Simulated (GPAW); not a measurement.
**CsCaF3 (Pm-3m): G0W0 on several meshes in GPAW**

Wanted: mesh dependence and cost of G0W0 for CsCaF3 (Pm-3m).

Program: GPAW 26.7.0. Level of theory: LDA and many-body steps on it, plane waves. Results are calculated unless marked as measured.

This is a report of a sequence of runs, with most program output left out.

## (1) Starting point

The structure is cubic, space group Pm-3m (No. 221). The conventional cell has a = 4.521 Å, b = 4.521 Å, c = 4.521 Å, α = 90.00°, β = 90.00°, γ = 90.00°. Nearest to Cs lie 12 F at 3.20 Å. Nearest to Ca lie 6 F at 2.26 Å. Nearest to F lie 2 Ca at 2.26 Å and 4 Cs at 3.20 Å. Farther neighbours and most contacts between anions are not listed.

Coordinates:

```xyz
5
Lattice="4.5205 0.0000 0.0000 0.0000 4.5205 0.0000 0.0000 0.0000 4.5205" Properties=species:S:1:pos:R:3 pbc="T T T"
Cs    0.0000    0.0000    0.0000
Ca    2.2603    2.2603    2.2603
F     0.0000    2.2603    2.2603
F     2.2603    0.0000    2.2603
F     2.2603    2.2603    0.0000
```

The cell and positions are those that the Materials Project relaxed with its own functionals (PBE, PBE+U or r2SCAN), kept fixed. Spin-orbit coupling is left out unless a step names it.

## (2) Empty states on the mesh, 2×2×2 mesh, 320 bands

This step: GPAW 26.7.0; DFT, LDA, plane waves, PAW.

The sums over transitions need many empty states on a uniform mesh; this step solves for them.

Contents of run.py:

```python
import json
import numpy as np
from gpaw.mpi import world
from gpaw import GPAW

calc = GPAW('gs.gpw').fixed_density(kpts={'size': (2, 2, 2), 'gamma': True},
    parallel={'domain': 1, 'band': 1},
    txt='nscf.txt')
calc.diagonalize_full_hamiltonian(nbands=320)
calc.write('full.gpw', mode='all')
res = {}
kpts = calc.get_ibz_k_points()
res['kpts'] = kpts
res['eigenvalues'] = [calc.get_eigenvalues(kpt=k) for k in range(len(kpts))]
res['n_electrons'] = calc.get_number_of_electrons()

if world.rank == 0:
    with open('result.json', 'w') as f:
        json.dump(res, f, default=lambda x: x.tolist())
```

Run with:

```
$ mpirun -n 4 gpaw python run.py
```

Run time: 42 s. Hardware: 4 MPI ranks of Arm Neoverse V1, shared host; peak memory 3.1 GiB; 2.8 min of CPU time.

This step gave:

```
gap                                                           : 6.808 eV
k of the valence top                                          : 0.5, 0.5, 0.5
k of the conduction bottom                                    : 0, 0, 0
least direct gap                                              : 6.833 eV
k points computed                                             : 4
lowest point of the top converged band, above the valence top : 122.3419 eV
```

On this mesh the gap is 6.808 eV.

## (3) 2×2×2

Now the one-shot GW correction: screening in the RPA, then the self-energy of the levels asked for.

This step: G0W0 on LDA, plane waves, PAW.

Contents of run.py:

```python
import json
import numpy as np
from gpaw.mpi import world
from gpaw.response.g0w0 import G0W0

gw = G0W0('full.gpw',
    filename='gw',
    kpts=[0, 3],
    bands=(18, 22),
    ecut=39,
    nbands=51,
    integrate_gamma='WS',
    ppa=True)
gw.calculate()
res = {mode: {k: v for k, v in r.items() if k != 'sigma_eskwn'}
       for mode, r in gw.all_results.items()}

if world.rank == 0:
    with open('result.json', 'w') as f:
        json.dump(res, f, default=lambda x: x.tolist())
```

Run with:

```
$ mpirun -n 4 gpaw python run.py
```

It took 7.6 s on 4 MPI ranks; peak memory 1.1 GiB; 30 s of CPU time.

Numbers from this step:

| Item | Value |
| --- | --- |
| G0W0 gap on the points computed | 10.96 eV |
| least direct G0W0 gap on the computed points | 10.96 eV |
| Z at the valence top | 0.8068 |
| Z at the conduction bottom | 0.8859 |
| starting gap on the mesh | 6.808 eV |
| k of the valence top | 0, 0, 0 |
| k of the conduction bottom | 0, 0, 0 |

The gap on the mesh goes from 6.81 eV to 10.96 eV, a correction of +4.15 eV.

## (4) Empty states on the mesh, 4×4×4 mesh, 61 bands

This step: DFT, LDA, plane waves, PAW.

Contents of run.py:

```python
import json
import numpy as np
from gpaw.mpi import world
from gpaw import GPAW

calc = GPAW('gs.gpw').fixed_density(kpts={'size': (4, 4, 4), 'gamma': True},
    nbands=71,
    convergence={'bands': 61},
    txt='nscf.txt')
calc.write('full.gpw', mode='all')
res = {}
kpts = calc.get_ibz_k_points()
res['kpts'] = kpts
res['eigenvalues'] = [calc.get_eigenvalues(kpt=k) for k in range(len(kpts))]
res['n_electrons'] = calc.get_number_of_electrons()

if world.rank == 0:
    with open('result.json', 'w') as f:
        json.dump(res, f, default=lambda x: x.tolist())
```

Run with:

```
$ mpirun -n 4 gpaw python run.py
```

Wall time 21 s (4 MPI ranks); peak memory 0.74 GiB; 82 s of CPU time.

Numbers from this step:

| Item | Value |
| --- | --- |
| gap | 6.808 eV |
| k of the valence top | 0.5, 0.5, 0.5 |
| k of the conduction bottom | 0, 0, 0 |
| least direct gap | 6.833 eV |
| k points computed | 10 |
| lowest point of the top converged band, above the valence top | 30.85 eV |

On this mesh the gap is 6.808 eV.

## (5) 4×4×4

This step: G0W0 on LDA, plane waves, PAW.

Contents of run.py:

```python
import json
import numpy as np
from gpaw.mpi import world
from gpaw.response.g0w0 import G0W0

gw = G0W0('full.gpw',
    filename='gw',
    kpts=[0, 9],
    bands=(18, 22),
    ecut=39,
    nbands=51,
    integrate_gamma='WS',
    ppa=True)
gw.calculate()
res = {mode: {k: v for k, v in r.items() if k != 'sigma_eskwn'}
       for mode, r in gw.all_results.items()}

if world.rank == 0:
    with open('result.json', 'w') as f:
        json.dump(res, f, default=lambda x: x.tolist())
```

Run with:

```
$ mpirun -n 4 gpaw python run.py
```

The job ended after 31 s (4 MPI ranks; peak memory 1.6 GiB).

This step gave:

| Quantity | Value |
| --- | --- |
| G0W0 gap on the points computed | 10.99 eV |
| least direct G0W0 gap on the computed points | 10.99 eV |
| Z at the valence top | 0.8087 |
| Z at the conduction bottom | 0.8882 |
| starting gap on the mesh | 6.808 eV |
| k of the valence top | 0, 0, 0 |
| k of the conduction bottom | 0, 0, 0 |

Against G0W0 in GPAW (2×2×2 mesh, 51 bands, screening to 39 eV, Godby-Needs plasmon pole), the gap moves by +0.035 eV.

## (6) The runs together

Times are wall times on 4 MPI ranks of Arm Neoverse V1, shared host, good to a factor of about two.

| run | mesh | bands | screening cutoff (eV) | DFT gap (eV) | gap on the mesh (eV) | direct (eV) | time |
| --- | --- | --- | --- | --- | --- | --- | --- |
| 2×2×2 | 2×2×2 | 51 | 39 | 6.808 | 10.959 | 10.959 | 7.6 s |
| 4×4×4 | 4×4×4 | 51 | 39 | 6.808 | 10.994 | 10.994 | 31 s |

## (7) Outcome

* 2×2×2: 10.959 eV
* 4×4×4: 10.994 eV
* known limits: not at the basis limit; no spin-orbit coupling; coarse k mesh

In words: 4×4×4: +0.035 eV against 2×2×2. Bands and cutoff are finite, so the gap is not at the basis limit. The miss can reach some tenths of an eV and take either sign; the mesh is an error of its own. These stock PAW sets were not made for GW. In the G0W0 runs levels were corrected at 2 k points alone, so a gap called «on the mesh» is the least over those, and an edge elsewhere would be missed. The 2×2×2 mesh is coarse for this cell, which bears on the long-range parts of exchange and screening. Mesh or cutoff lie under what a gap needs, so these runs test behaviour and cost; their gaps are not to be quoted. This is the ideal cubic cell; many perovskites, halides above all, are cubic only on average, and local tilts or off-centring can widen the gap. The many-body steps are scalar-relativistic: spin-orbit coupling is not in them.

[Paths, hosts, dates, memory and timing lines, banners, echoed tables and standing remarks are left out of the program output.]

[Logs are printed without paths, hosts, clocks, repeated set-up lines and the standing remarks that a program may print on its own settings, such as how far it seeks lower states.]

[Runs of the session that timed out or met a known fault of the program may be left out.]

[Hosts, paths, dates, database ids (printed as entryN), source tags and the programs' standing remarks are cut or masked in the printed files.]
